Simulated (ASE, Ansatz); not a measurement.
**(21,0) 1T-TaS2 nanotube (126 atoms): support functions against a reference**

Aim: test how closely localised support functions follow the reference on (21,0) 1T-TaS2 nanotube (126 atoms), and at what cost. A setting counts as converged where the r.m.s. difference of forces stays under 1 % of the r.m.s. force.

Method: Kohn-Sham DFT, PBE+D4, PAW (set soft_2), plane waves, in Ansatz 0.2.0.

## (1) The starting structure

The cell holds 126 atoms: 42 Ta and 84 S. Cell: a = 34.520 Å, b = 34.449 Å, c = 5.820 Å, α = 90.0°, β = 90.0°, γ = 90.0°. It derives from TaS2 (1T-TaS2). 1T-TaS2 sheet (a = 3.36 Å) rolled into a (21,0) tube of diameter 22.46 Å, 1 period, 9 Å of vacuum; not relaxed, displaced by a Gaussian of 0.02 Å. Vacuum lies along a and b. The structure repeats along c.

Limits known from the start: The cell is under 6 Å thick along one periodic direction, so every atom has periodic images of itself close by, which move with it and show among its neighbours and in g(r). Beside vacuum, support functions can miss their usual error bounds without a warning. Only the Γ point is sampled, in a cell whose periodic width is 6 Å. The levels lack spin–orbit coupling, which is large for the heavy elements here.

## (2) Plane-wave single point

This run is the reference for what follows, at a cutoff of 420 eV.

input.yaml reads:

```yaml
crystal:
  lattice:
    - [34.51995, 0.0, 0.0]
    - [0.0, 34.44859, 0.0]
    - [0.0, 0.0, 5.81969]
  atoms:
    - { symbol: Ta, position: [0.82576, 0.50055, 0.00343] }
    - { symbol: S, position: [0.87019, 0.5007, 0.33383] }
    - { symbol: S, position: [0.77741, 0.54134, 0.1615] }
    - { symbol: Ta, position: [0.81166, 0.59523, 0.0093] }
    - { symbol: S, position: [0.85182, 0.6098, 0.33164] }
    - { symbol: S, position: [0.75267, 0.62299, 0.16806] }
    - { symbol: Ta, position: [0.82239, 0.54878, 0.48702] }
    - { symbol: S, position: [0.86519, 0.55498, 0.83955] }
    - { symbol: S, position: [0.76884, 0.5831, 0.66057] }
    - { symbol: Ta, position: [0.76868, 0.68319, 0.99594] }
    - { symbol: S, position: [0.80611, 0.70868, 0.33264] }
    - { symbol: S, position: [0.70509, 0.69083, 0.16802] }
    - { symbol: Ta, position: [0.79307, 0.64109, 0.49402] }
    - { symbol: S, position: [0.83318, 0.66166, 0.83203] }
    - { symbol: S, position: [0.73181, 0.65932, 0.66449] }
    - { symbol: Ta, position: [0.70251, 0.75573, 0.00266] }
    - { symbol: S, position: [0.731, 0.78931, 0.33567] }
    - { symbol: S, position: [0.64143, 0.74259, 0.16654] }
    - { symbol: Ta, position: [0.73879, 0.72102, 0.50251] }
    - { symbol: S, position: [0.77172, 0.7512, 0.83211] }
    - { symbol: S, position: [0.6747, 0.72065, 0.66602] }
    - { symbol: Ta, position: [0.62004, 0.80405, 0.99962] }
    - { symbol: S, position: [0.63394, 0.84468, 0.32797] }
    - { symbol: S, position: [0.56151, 0.77408, 0.16421] }
    - { symbol: Ta, position: [0.66235, 0.78234, 0.49959] }
    - { symbol: S, position: [0.68484, 0.82095, 0.83614] }
    - { symbol: S, position: [0.60345, 0.76276, 0.66688] }
    - { symbol: Ta, position: [0.52434, 0.82405, 0.00353] }
    - { symbol: S, position: [0.52857, 0.86831, 0.32966] }
    - { symbol: S, position: [0.47931, 0.78097, 0.16293] }
    - { symbol: Ta, position: [0.57242, 0.8185, 0.49985] }
    - { symbol: S, position: [0.58146, 0.8613, 0.83376] }
    [... 88 atom lines left out ...]
    - { symbol: Ta, position: [0.79416, 0.35874, 0.5001] }
    - { symbol: S, position: [0.83291, 0.33999, 0.83483] }
    - { symbol: S, position: [0.7697, 0.4169, 0.66321] }
    - { symbol: Ta, position: [0.82117, 0.45228, 0.49974] }
    - { symbol: S, position: [0.86603, 0.4459, 0.83252] }
    - { symbol: S, position: [0.78053, 0.50113, 0.66417] }
kpoints:
  mp_grid: { grid: [1, 1, 1] }
hamiltonian:
  xc: pbe
  dispersion: d4
scf:
  occupations: { method: gaussian, width: 0.05 }
output:
  forces: true
  populations: true
  dos:
    method: { smearing: { sigma: 0.15 } }
    de: 0.1
    projected: { site_lists: { S: [S], Ta: [Ta] } }
  eigenvalues: true
  write_density: true
  write_potential: true
  volumetric_format: npy
```

Command:

```sh
> ansatz run input.yaml --threads 8 --pin off --max-ram 15872MiB --backend cpu --events-out ev --progress --plain --runs-dir out
```

Numbers of over 12 decimals in the logs are rounded to 6 here.

Log:

```text
Engine: ansatz 0.2.0, aarch64-unknown-linux-gnu
Pseudopotentials: kind: paw
Pseudopotential: Ta, paw, valence charge 13, recommended cutoff 420 eV (normal), Ta.paw.azcp
Pseudopotential: S, paw, valence charge 6, recommended cutoff 420 eV (normal), S.paw.azcp
[... 5 lines on functional and potentials left out ...]
Crystal: 126 atoms, lattice volume = 6920.564 Å³
Basis set: ecut = 420 eV, 135427 PW (Γ), exchange–correlation on 480×480×80 points (8 copies of the dense FFT grid, shifted against one another)
Bands: 651, of which v1, the nominal top of the filled ones, is band 525 counted from 1 (524 counted from 0)
Symmetry: 1 space group operations
Space group: P1 (ITA 1), of the structure as read, at distance tolerance 1.9e-4 Å
k-points: 1
[... 5 lines on functional and potentials left out ...]
Initial density: superposition of atomic densities (neutral atoms: chi_scale 0, normalization atom), corrected by the library's trained network
Initial wavefunctions: pseudopotential atomic-orbital guess
Functional: x = pbe(κ = 0.804, μ = 0.219515), c = pbe(β = 0.066725)
SCF iter   1: F=—  HF=-493060.032187 eV  |F-HF|=—  |Δ(HF+E_count)|=         —  Δρ=4.86e-3  dr2=6.75e0  ethr=1.77e-3  ⟨swp⟩=7.0  Hψ=2835  notcnv=0  defer=43
preconditioner: auto → LDOS  [metal: Δε(μ)=0.002 eV  Ē_g=7.807 eV  σ=0.050 eV  W_gap=0.02  n_scr=894 (ndim 8)  ℏωp=11.9 eV  f_vac=0.614  D(μ)=244.13/eV (n_scr^D=1900)  β→1.0]
SCF iter   2: F=—  HF=-493059.671155 eV  |F-HF|=—  |Δ(HF+E_count)|=   3.61e-1  Δρ=2.60e-3  dr2=1.12e0  ethr=6.42e-4  ⟨swp⟩=2.0  Hψ=775  notcnv=0  defer=91
SCF iter   3: F=—  HF=-493059.657827 eV  |F-HF|=—  |Δ(HF+E_count)|=   1.33e-2  Δρ=1.70e-3  dr2=4.18e-1  ethr=1.07e-4  ⟨swp⟩=2.0  Hψ=819  notcnv=0  defer=91
SCF iter   4: F=—  HF=-493059.634152 eV  |F-HF|=—  |Δ(HF+E_count)|=   2.37e-2  Δρ=1.18e-3  dr2=2.09e-1  ethr=3.98e-5  ⟨swp⟩=3.0  Hψ=938  notcnv=0  defer=91
SCF iter   5: F=—  HF=-493059.617959 eV  |F-HF|=—  |Δ(HF+E_count)|=   1.62e-2  Δρ=5.86e-4  dr2=5.33e-2  ethr=1.99e-5  ⟨swp⟩=3.0  Hψ=1077  notcnv=0  defer=91
SCF iter   6: F=—  HF=-493059.614719 eV  |F-HF|=—  |Δ(HF+E_count)|=   3.24e-3  Δρ=2.71e-4  dr2=1.47e-2  ethr=5.08e-6  ⟨swp⟩=2.0  Hψ=727  notcnv=0  defer=91
SCF iter   7: F=—  HF=-493059.614216 eV  |F-HF|=—  |Δ(HF+E_count)|=   5.03e-4  Δρ=1.54e-4  dr2=6.73e-3  ethr=1.40e-6  ⟨swp⟩=2.0  Hψ=836  notcnv=0  defer=91
SCF iter   8: F=—  HF=-493059.614106 eV  |F-HF|=—  |Δ(HF+E_count)|=   1.10e-4  Δρ=1.04e-4  dr2=2.81e-3  ethr=6.41e-7  ⟨swp⟩=1.0  Hψ=560  notcnv=0  defer=91
SCF iter   9: F=—  HF=-493059.614037 eV  |F-HF|=—  |Δ(HF+E_count)|=   6.92e-5  Δρ=5.88e-5  dr2=8.35e-4  ethr=2.68e-7  ⟨swp⟩=2.0  Hψ=595  notcnv=0  defer=91
SCF iter  10: F=—  HF=-493059.614080 eV  |F-HF|=—  |Δ(HF+E_count)|=   4.29e-5  Δρ=3.58e-5  dr2=2.24e-4  ethr=7.95e-8  ⟨swp⟩=2.0  Hψ=832  notcnv=0  defer=91
SCF iter  11: F=—  HF=-493059.614092 eV  |F-HF|=—  |Δ(HF+E_count)|=   1.27e-5  Δρ=2.27e-5  dr2=1.49e-4  ethr=2.13e-8  ⟨swp⟩=2.0  Hψ=837  notcnv=0  defer=91
SCF iter  12: F=—  HF=-493059.614101 eV  |F-HF|=—  |Δ(HF+E_count)|=   8.74e-6  Δρ=1.24e-5  dr2=2.94e-5  ethr=1.42e-8  ⟨swp⟩=2.0  Hψ=564  notcnv=0  defer=91
SCF iter  13: F=—  HF=-493059.613970 eV  |F-HF|=—  |Δ(HF+E_count)|=   1.31e-4  Δρ=8.13e-6  dr2=1.65e-5  ethr=2.80e-9  ⟨swp⟩=2.0  Hψ=1008  notcnv=0  defer=91
SCF iter  14: F=—  HF=-493059.613972 eV  |F-HF|=—  |Δ(HF+E_count)|=   1.97e-6  Δρ=6.67e-6  dr2=9.39e-6  ethr=1.57e-9  ⟨swp⟩=1.0  Hψ=560  notcnv=0  defer=91
SCF iter  15: F=—  HF=-493059.613973 eV  |F-HF|=—  |Δ(HF+E_count)|=   2.72e-7  Δρ=3.54e-6  dr2=3.68e-6  ethr=8.95e-10  ⟨swp⟩=2.0  Hψ=582  notcnv=0  defer=91
SCF iter  16: F=—  HF=-493059.613973 eV  |F-HF|=—  |Δ(HF+E_count)|=   2.79e-7  Δρ=2.69e-6  dr2=1.87e-6  ethr=3.51e-10  ⟨swp⟩=2.0  Hψ=587  notcnv=0  defer=91
SCF iter  17: F=—  HF=-493059.613973 eV  |F-HF|=—  |Δ(HF+E_count)|=   2.67e-7  Δρ=1.86e-6  dr2=1.00e-6  ethr=1.78e-10  ⟨swp⟩=2.0  Hψ=829  notcnv=0  defer=91
SCF iter  18: F=—  HF=-493059.613973 eV  |F-HF|=—  |Δ(HF+E_count)|=   1.09e-7  Δρ=1.17e-6  dr2=2.98e-7  ethr=9.55e-11  ⟨swp⟩=2.0  Hψ=567  notcnv=0  defer=91
SCF iter  19: F=—  HF=-493059.613973 eV  |F-HF|=—  |Δ(HF+E_count)|=   7.50e-8  Δρ=7.37e-7  dr2=1.33e-7  ethr=2.83e-11  ⟨swp⟩=2.0  Hψ=829  notcnv=0  defer=91
SCF iter  20: F=-493059.613973 eV  HF=-493059.613973 eV  |F-HF|=3.49e-9  |Δ(HF+E_count)|=   4.60e-8  Δρ=5.15e-7  dr2=5.76e-8  ethr=9.52e-12  ⟨swp⟩=30.0  Hψ=6070  notcnv=0
SCF 1 converged in 20 iterations: F = -493059.613973 eV  dr2 = 5.76e-8
  greatest PAW one-centre occupation: 0.999 electrons in one spin orbital (limit 2), on the Ta atom at site 27 (counted from 0), in its partial waves of l = 0
WARN: The output density's exchange-correlation potential varies sharply where the density is thin. Do not read a vacuum level from v_tot or v_xc, or from such a field of the output density. On a cell that repeats whose density bears no net charge and no dipole along the vacuum's axis use v_es (v_loc + v_h of the components); [...]
SCF converged after 20 iterations
Free energy (F): -493059.613973 eV
Harris-Foulkes:  -493059.613973 eV  (|F-HF|=3.49e-9)
Internal energy: -493059.260771 eV  (E = F + TS)
E sigma→0 (E₀):  -493059.437372 eV
Entropy (-TS):   -0.353202 eV (-2.803 meV/atom)
Fermi energy:    0.706411 eV
--- Per-component energies (eV) ---
  E_band       = -18496.727145
  E_kinetic    = 24444.992879
  E_local      = -543065.553962  (includes V_loc(G=0)·N_el)
  E_nonlocal   = 3003.974576
  E_hartree    = 259123.675929
  E_xc         = -17363.474345
  E_vxc        = -15953.478978  (∫ρ·V_xc dr)
  E_paw        = -403092.233300  (= ΣΔE_a)
  E_vpaw       = -5174.036986  (= ΣTr[D̂ρ^β])
  E_aug_tail   = 0.006429  (compensation charges beyond the density's cutoff)
  E_ewald      = 183919.894912
  E_disp       = -30.543890  (pairwise vdW)
  E_smearing   = -0.353202  (= −TS)
  E_closure    = 0.000000  (closes the sum)
  Σ components = -493059.613973   (vs F -493059.613973, Δ=0.00e0)
--- Forces (eV/Å), atoms counted from 1 ---
  atom   1  Ta     1.31444305    -0.10659427    -0.62451234
  atom   2  S     -0.33003592    -0.14563475    -0.12809778
  atom   3  S     -0.46647669     0.21983685     0.46654221
  atom   4  Ta     0.54950328     0.62379017    -0.73022427
  atom   5  S      0.35766849    -0.04730767     0.14380880
  atom   6  S     -0.11866419    -0.62570545     0.04779034
  atom   7  Ta     0.52048935     0.07374887     0.42977226
  atom   8  S     -0.40110854     0.10672138    -0.42016593
  atom   9  S     -0.04338254    -0.00789649     0.38402722
  atom  10  Ta     0.94689480     0.93519351    -0.40904082
  atom  11  S     -0.79011322    -0.37686951    -0.26659579
  atom  12  S      0.14365613     0.21423182     0.12320691
  atom  13  Ta     0.86864978     0.71599010     0.39292070
  atom  14  S     -0.64013863    -0.52743560    -0.09141620
[...]
atom 125  S     -0.67594479    -0.02333958    -0.24577222
  atom 126  S     -0.04493878    -0.37150637     0.23624104
  max |Σ_I F_I| component: 3.25e-5 eV/Å
--- Band table (eV) ---
  k-point 0: bands = ["-68.3145", "-68.3010", "-68.2943", "-68.2866", [... 635 levels ...], "3.8539", "3.8594", "3.8793", "3.9313", "3.9480", "3.9523", "3.9784", "4.0265", "4.0364", "4.0583", "4.0602", "4.0642"]
--- Löwdin populations: 126 sites ---
  site symbol       q [e]
     0     Ta     12.4425
     1      S      6.2242
     2      S      6.0901
[...]
125      S      6.1438
  spilling = 0.008238 (of n_electrons = 1050.000000)
```

Wall time 2.6 min (8 threads of Arm Neoverse V2, shared host); peak memory 9.8 GiB; 20 min of CPU time.

Reading the cycles: dr2 is the Hartree energy of the density residual (eV), the measure of convergence; HF is the Harris–Foulkes estimate of the energy, which meets the free energy F at convergence.

The program notes that the exchange-correlation potential is rough where the density is thin.

Numbers from this run:

- free energy: -493059.6140 eV
- free energy per atom: -3913.1715 eV/atom
- SCF cycles: 20
- r.m.s. force component: 0.5465 eV/Å
- longest force: 2.331 eV/Å
- Fermi energy: 0.7064 eV
- levels partly filled by over 2 per cent: 18
- spilling of the projection: 0.008238

Length of the force by element:

```
element  coordination  atoms  mean length of the force (eV/Å)  spread  least  most
      S           all     84                            0.610   0.226  0.105  1.15
     Ta           all     42                             1.31   0.351  0.382  2.33
```

Löwdin charges by element (they lack the spilled electrons, 0.069 e an atom on average):

```
element  coordination  atoms  mean charge (e)  spread   least     most
      S           all     84           -0.182  0.0614  -0.277  -0.0892
     Ta           all     42            0.571  0.0104   0.540    0.594
```

States in the cell by windows of 1 eV, zero at the Fermi level; the larger projections on atomic orbitals stand beside the total:

```
from (eV)  to (eV)  total   S p  Ta d   S s
      -14      -13  105.5   1.8  13.5  85.8
      -13      -12   27.7   0.3   2.9  24.0
      -12       -8    0.0   0.0   0.0   0.0
       -8       -7   15.3   9.7   3.5   0.1
       -7       -6   62.3  40.1  15.0   2.3
       -6       -5   84.5  55.9  20.3   2.3
       -5       -4  126.7  80.4  39.4   3.6
       -4       -3  128.7  96.9  23.1   4.9
       -3       -2   61.8  50.5   8.5   1.2
       -2       -1   26.8  19.3   6.4   0.3
       -1        0   35.2   9.9  23.8   0.2
        0        1   98.2  29.8  63.8   0.3
        1        2   60.9  14.6  42.8   0.2
        2        3   61.7   7.3  50.0   0.3
```

Between -26 and -14 eV lie 35 more states.

The stored curve holds about 709 of the 1050 electrons; the rest, give or take the few that broadening carries across the Fermi level, lie in deeper levels below its range.

The levels nearest the highest filled one (over half full), pooled over k-points and spins:

```
level less the highest filled one (eV)  occupation
                               -0.0157        1.42
                               -0.0133        1.37
                               -0.0105        1.31
                               -0.0047        1.19
                               -9.0e-4        1.11
                                     0        1.09
                                0.0151       0.751
                                 0.022       0.608
                                0.0351       0.376
                                0.0407       0.297
                                0.0548       0.149
                                0.0686       0.067
```

Electrostatic potential energy in the ca plane at fractional y = 0.179, with atoms of S and Ta within 0.2 Å of it. With pseudopotentials it is smooth inside the atoms' cores, unlike the true potential.

Values in eV, 24 rows by 16 columns, each cell a mean:
```
  6   6   6   6   6   6   6   6   6   6   6   6   6   6   6   6
  6   6   6   6   6   6   6   6   6   6   6   6   6   6   6   6
  6   6   6   6   6   6   6   6   6   6   6   6   6   6   6   6
  6   6   6   6   6   6   6   6   6   6   6   6   6   6   6   6
  6   6   6   6   6   6   6   6   6   6   6   6   6   6   6   6
  5   5   5   5   5   5   5   5   5   5   5   5   5   5   5   5
  5   5   4   3   2   1   2   3   4   5   5   4   2   0   1   3
 -1   3   4   4   4   3   2   1   1   1  -1 -14 -32 -32 -33 -19
-17 -11  -4  -1  -4  -8  -7  -3  -1   1   2   2  -1  -6 -11 -16
-23 -16  -7  -1  -1  -5 -13 -18 -18 -14  -6  -1   0  -4 -12 -21
-13 -10  -4  -1  -2 -11 -27 -34 -34 -31 -17  -4   0  -2  -7 -12
-38 -35 -21  -6   0   0  -3  -6  -8  -5  -2   0  -2 -11 -29 -37
 -5  -3  -1   0  -2 -11 -30 -39 -40 -38 -23  -6   0   0  -2  -4
-38 -34 -20  -5   0  -1  -3  -7  -8  -5  -2   0  -2 -11 -29 -37
-14 -10  -4   0   0  -5 -16 -28 -31 -24 -11  -3  -2  -5 -10 -14
 -1   1   2   0  -4  -8 -11 -11 -10  -7  -2  -1  -4  -7  -6  -3
  2   2   0 -13 -30 -30 -31 -19  -1   3   4   4   4   3   2   2
  4   5   5   4   4   3   3   4   5   5   4   3   1   0   1   3
  5   5   5   5   5   5   5   5   5   5   5   5   5   5   5   5
  6   6   6   6   6   6   6   6   6   6   6   6   6   6   6   6
  6   6   6   6   6   6   6   6   6   6   6   6   6   6   6   6
  6   6   6   6   6   6   6   6   6   6   6   6   6   6   6   6
  6   6   6   6   6   6   6   6   6   6   6   6   6   6   6   6
  6   6   6   6   6   6   6   6   6   6   6   6   6   6   6   6
```
Columns run along c (5.8 Å; values clipped at the 3rd and 97th percentile), rows up along a (34.5 Å). Atoms in or near the plane, at fractional coordinates: S at (0.34, 0.32), Ta at (0.00, 0.43), Ta at (0.00, 0.52), Ta at (0.50, 0.48), Ta at (0.50, 0.57), S at (0.83, 0.68).

Valence density in the ca plane at fractional y = 0.179, with atoms of S and Ta within 0.2 Å of it. It is the smooth field of the valence electrons, not physical close to the nuclei.

Values in e/Å³, 24 rows by 16 columns, each cell a mean:
```
0.0 0.0 0.0 0.0 0.0 0.0 0.0 0.0 0.0 0.0 0.0 0.0 0.0 0.0 0.0 0.0
0.0 0.0 0.0 0.0 0.0 0.0 0.0 0.0 0.0 0.0 0.0 0.0 0.0 0.0 0.0 0.0
0.0 0.0 0.0 0.0 0.0 0.0 0.0 0.0 0.0 0.0 0.0 0.0 0.0 0.0 0.0 0.0
0.0 0.0 0.0 0.0 0.0 0.0 0.0 0.0 0.0 0.0 0.0 0.0 0.0 0.0 0.0 0.0
0.0 0.0 0.0 0.0 0.0 0.0 0.0 0.0 0.0 0.0 0.0 0.0 0.0 0.0 0.0 0.0
0.0 0.0 0.0 0.0 0.0 0.1 0.1 0.0 0.0 0.0 0.0 0.0 0.0 0.0 0.0 0.0
0.1 0.0 0.1 0.1 0.2 0.3 0.2 0.1 0.1 0.0 0.1 0.1 0.2 0.2 0.2 0.1
0.3 0.1 0.1 0.1 0.1 0.1 0.1 0.1 0.1 0.2 0.4 0.8 1.0 0.8 0.9 0.8
1.0 0.6 0.3 0.4 0.5 0.6 0.6 0.5 0.3 0.2 0.1 0.2 0.3 0.4 0.6 1.0
1.4 0.8 0.3 0.2 0.3 0.4 0.8 1.4 1.5 0.9 0.3 0.2 0.2 0.3 0.6 1.3
0.9 0.6 0.3 0.2 0.2 0.5 1.7 3.0 3.0 2.4 0.9 0.3 0.2 0.2 0.4 0.8
3.5 2.9 1.0 0.3 0.2 0.2 0.2 0.4 0.4 0.4 0.3 0.2 0.2 0.5 1.8 3.4
0.3 0.3 0.2 0.2 0.2 0.4 1.8 3.6 3.8 3.1 1.1 0.3 0.2 0.2 0.2 0.2
3.4 2.8 1.0 0.3 0.2 0.2 0.3 0.4 0.5 0.3 0.2 0.2 0.2 0.5 1.8 3.4
1.0 0.6 0.3 0.2 0.2 0.3 0.8 1.8 2.1 1.3 0.5 0.3 0.4 0.4 0.6 1.0
0.2 0.2 0.2 0.2 0.4 0.5 0.6 0.7 0.7 0.4 0.3 0.3 0.5 0.6 0.6 0.4
0.1 0.2 0.3 0.7 0.9 0.7 0.9 0.8 0.3 0.1 0.1 0.1 0.1 0.1 0.1 0.1
0.1 0.0 0.0 0.1 0.1 0.1 0.1 0.1 0.0 0.0 0.1 0.1 0.2 0.3 0.3 0.2
0.0 0.0 0.0 0.0 0.0 0.0 0.0 0.0 0.0 0.0 0.0 0.0 0.0 0.0 0.0 0.0
0.0 0.0 0.0 0.0 0.0 0.0 0.0 0.0 0.0 0.0 0.0 0.0 0.0 0.0 0.0 0.0
0.0 0.0 0.0 0.0 0.0 0.0 0.0 0.0 0.0 0.0 0.0 0.0 0.0 0.0 0.0 0.0
0.0 0.0 0.0 0.0 0.0 0.0 0.0 0.0 0.0 0.0 0.0 0.0 0.0 0.0 0.0 0.0
0.0 0.0 0.0 0.0 0.0 0.0 0.0 0.0 0.0 0.0 0.0 0.0 0.0 0.0 0.0 0.0
0.0 0.0 0.0 0.0 0.0 0.0 0.0 0.0 0.0 0.0 0.0 0.0 0.0 0.0 0.0 0.0
```
Columns run along c (5.8 Å), rows up along a (34.5 Å). Atoms in or near the plane, at fractional coordinates: S at (0.34, 0.32), Ta at (0.00, 0.43), Ta at (0.00, 0.52), Ta at (0.50, 0.48), Ta at (0.50, 0.57), S at (0.83, 0.68).

Mean Löwdin charges: S -0.18, Ta +0.57 e (they miss 0.82 % of the electrons, so they add up to more than the cell's charge). Within 0.4 eV of the Fermi level the largest share is Ta d (74 % of the projected weight).

(Part 1 of 2 ends here.)

[Logs are printed without paths, hosts, clocks, repeated set-up lines and the standing remarks that a program may print on its own settings, such as how far it seeks lower states.]

[Hosts, paths, dates, database ids (printed as entryN), source tags and the programs' standing remarks are cut or masked in the printed files.]
